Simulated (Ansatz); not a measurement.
# Na on Ag(111): change of the work function, part 4 of 4

How does Na on the fcc site change the work function of Ag(111) as the layer fills?

Ansatz 0.2.0; plane-wave DFT, PBE, Ansatz PAW.

So far, work function, upper face (eV): step 2 (the clean slab) 4.47; step 3 (37 atoms, coverage 0.111 ML, cell 3x3) 2.63.

**4. The covered slab, k-mesh 6×6×1, coverage 0.25 ML (continued)**

The density of states has structure finer than the step of the table below, so its rows give means over 0.25 eV, whole bins alone (the curve runs from -8 to 1.98 eV). Peaks (eV: height): -4.870: 89.7, -4.570: 90.1, -4.210: 79.3, -4.060: 79.8, -3.880: 79.4, -3.100: 91.5, -2.980: 80.4.

Table of density of states by energy, zero at the Fermi level; means over each step:

```
energy (eV)  density of states (states/eV a cell)
      -7.50                                     0
      -7.25                                 0.794
      -7.00                                  1.12
      -6.75                                  1.32
      -6.50                                  2.06
      -6.25                                  6.47
      -6.00                                  31.1
      -5.75                                  56.6
      -5.50                                  41.4
      -5.25                                  35.7
      -5.00                                  40.0
      -4.75                                  52.6
      -4.50                                  64.8
      -4.25                                  48.2
      -4.00                                  55.5
      -3.75                                  50.6
      -3.50                                  59.9
      -3.25                                  47.5
      -3.00                                  57.5
      -2.75                                  7.11
      -2.50                                  2.80
      -2.25                                  2.48
      -2.00                                  5.32
      -1.75                                  3.86
      -1.50                                  3.04
      -1.25                                  4.35
      -1.00                                  5.55
      -0.75                                  4.89
      -0.50                                  3.95
      -0.25                                  3.42
       0.00                                  6.62
       0.25                                  6.54
       0.50                                  6.13
       0.75                                  4.71
       1.00                                  4.81
       1.25                                  4.76
       1.50                                  8.41
       1.75                                  6.95
```

Projected DOS per atom over height of the atomic layer and energy from the Fermi level. Layers: Ag4 Ag4 Ag4 Ag4 Na from below.

Ten even steps from '_' (0.00 states/eV) to '@' (4.09 states/eV), each cell a mean:
```
__________
________..
________..
__________
________..
__________
__________
__________
__________
__________
::----::__
%%%%%%##__
@@**##@@__
@@++**@@__
@@@@%%@@__
++++++**__
**######__
--##**--__
__________
__________
__________
__________
```
Columns: height of the atomic layer (Å) from 9 to 18.6; rows upwards: energy from the Fermi level (eV) from -7.96 to 1.95.

Electrostatic potential energy in the ca plane at fractional y = 0.167, with atoms of Ag and Na within 0.2 Å of it. With pseudopotentials it is smooth inside the atoms' cores, unlike the true potential.

Values in eV, 8 rows by 16 columns, each cell a mean:
```
 -1   4   4   3 -11   2  -6  -3   6   5   5   6   7   7   7   7
  3  -8 -13   4  -1   5   1   3   7   7   7   7   7   7   7   7
  5 -22 -27   3   6   7   6   6   7   7   7   7   7   7   7   7
  3 -10 -14   4   0   5   2   3   7   7   7   7   7   7   7   7
 -1   4   4   3 -11   2  -6  -3   6   5   5   6   7   7   7   7
  3  -8 -13   4  -1   5   2   3   2  -9   3   6   6   7   7   7
  5 -22 -27   3   6   7   6   6  -6 -29   0   5   6   7   7   7
  3 -10 -14   4   1   5   2   3   1 -11   3   6   6   7   7   7
```
Columns run along c (16.0 Å, from fractional 0.34 to 0.91 of the cell; values clipped at the 3rd and 97th percentile), rows up along a (5.8 Å). Atoms in or near the plane, at fractional coordinates: Ag at (0.41, 0.17), Ag at (0.41, 0.67), Na at (0.67, 0.17).

ELF in the ca plane at fractional y = 0.167, with atoms of Ag and Na within 0.2 Å of it. It is the smooth field of the valence electrons, not physical close to the nuclei.

Ten even steps from '0' (0.00) to '9' (0.80), each cell a mean:
```
32222222222343212344322200000122210000000000
32222222222343212344322221111221100000000000
22123442222232212222222222221111000000000000
22236775222222211222222222111100000000000000
22247996322222211222222211111000000000000000
22247885322222211222222221111000000000000000
22224653222222212222222222211110000000000000
32122222222333212233222222111211000000000000
32222222222443212344322210000122110000000000
32122222222333212233222100000013211000000000
22224654222222211222221035530013321000000000
22247986322222211222221265661002431100000000
22247996322222211222230364572002432100000000
22236775222222211222221157750002331000000000
22123442222232212222222013210013321000000000
```
Columns run along c (16.0 Å, from fractional 0.34 to 0.91 of the cell), rows up along a (5.8 Å). Atoms in or near the plane, at fractional coordinates: Ag at (0.41, 0.17), Ag at (0.41, 0.67), Na at (0.67, 0.17).

Valence density in the ca plane at fractional y = 0.167, with atoms of Ag and Na within 0.2 Å of it. It is the smooth field of the valence electrons, not physical close to the nuclei.

Values in e/Å³, 8 rows by 16 columns, each cell a mean:
```
 0  0  0  0  1  0  1  1  0  0  0  0  0  0  0  0
 0  2  2  0  0  0  0  0  0  0  0  0  0  0  0  0
 0  6 10  0  0  0  0  0  0  0  0  0  0  0  0  0
 0  2  3  0  0  0  0  0  0  0  0  0  0  0  0  0
 0  0  0  0  1  0  1  1  0  0  0  0  0  0  0  0
 0  2  2  0  0  0  0  0  0  1  0  0  0  0  0  0
 0  6 10  0  0  0  0  0  1 11  0  0  0  0  0  0
 0  2  3  0  0  0  0  0  0  2  0  0  0  0  0  0
```
Columns run along c (16.0 Å, from fractional 0.34 to 0.91 of the cell), rows up along a (5.8 Å). Atoms in or near the plane, at fractional coordinates: Ag at (0.41, 0.17), Ag at (0.41, 0.67), Na at (0.67, 0.17).

The relaxation took 5 steps and lowered the energy by 0.081 eV; the largest force on the free atoms ends at 0.0021 eV/Å.

By hand: a sheet of dipoles makes a step −p/(ε₀A) in the electron's potential. With e/ε₀ = 180.95 V·Å, p = 0.3970 e·Å and A = 28.97 Å², that is −180.95 × (0.3970) / 28.97 = -2.480 eV, and the two vacuum levels of the run differ by -2.480 eV.

The covered face has 1.94 eV, -2.53 eV against the clean one; the bare back face has moved by -0.03 eV, a measure of how thin the slab is.

**5. Work function against coverage**

This step: plane-wave DFT, PBE, Ansatz PAW; work function against coverage (Ansatz 0.2.0).

The runs are now put side by side.

This step gave:

```yaml
work_function_of_the_clean_face: 4.469 eV
largest_change_of_the_work_function: -2.532 eV
```

The work function of the covered face by coverage:

```
coverage (adsorbates/nm²)  work function of the covered face (eV)
                     0.00                                    4.47
                     1.53                                    2.63
                     3.45                                    1.94
```

The dipole per adsorbate comes from the change of the cell's dipole. Coverage, by row:

```
coverage (1/nm²)  coverage (ML)  work function (eV)  change (eV)  dipole per adsorbate, positive end outwards (debye)  mean height of the added atoms over the highest substrate atom (Å)
           1.534         0.1111               2.631       -1.839                                                3.037                                                               2.407
           3.451           0.25               1.938       -2.532                                                1.922                                                               2.314
```

**6. Summary of results**

```json
{
  "work function of the clean face": "4.47 eV",
  "work function at 0.11 ML": "2.63 eV",
  "work function at 0.25 ML": "1.94 eV",
  "dipole per adsorbate at 0.11 ML, positive end outwards": "3.04 D"
}
```

**Reading.** Na lowers the work function of Ag(111) at the lowest coverage, by 1.84 eV: the adsorbate layer has its positive end outwards. The slab has 4 layers, at the tabulated experimental lattice constant, one starting site was run, and quantum-size effects of a slab this thin can reach one or two tenths of an eV.

[Logs are printed without paths, hosts, clocks, repeated set-up lines and the standing remarks that a program may print on its own settings, such as how far it seeks lower states.]

[Hosts, paths, dates, database ids (printed as entryN), source tags and the programs' standing remarks are cut or masked in the printed files.]

[Maps of the electrostatic potential energy from Ansatz leave out the sawtooth potential of an applied field or a dipole correction, so their vacuum need not be flat; planar profiles and work functions include it.]

[The density of states shown here was stored with 400 of the rows of the run's finer table, so its peaks can read low, often by over a quarter, or be missed, and its means over a window can be off by a tenth or more.]
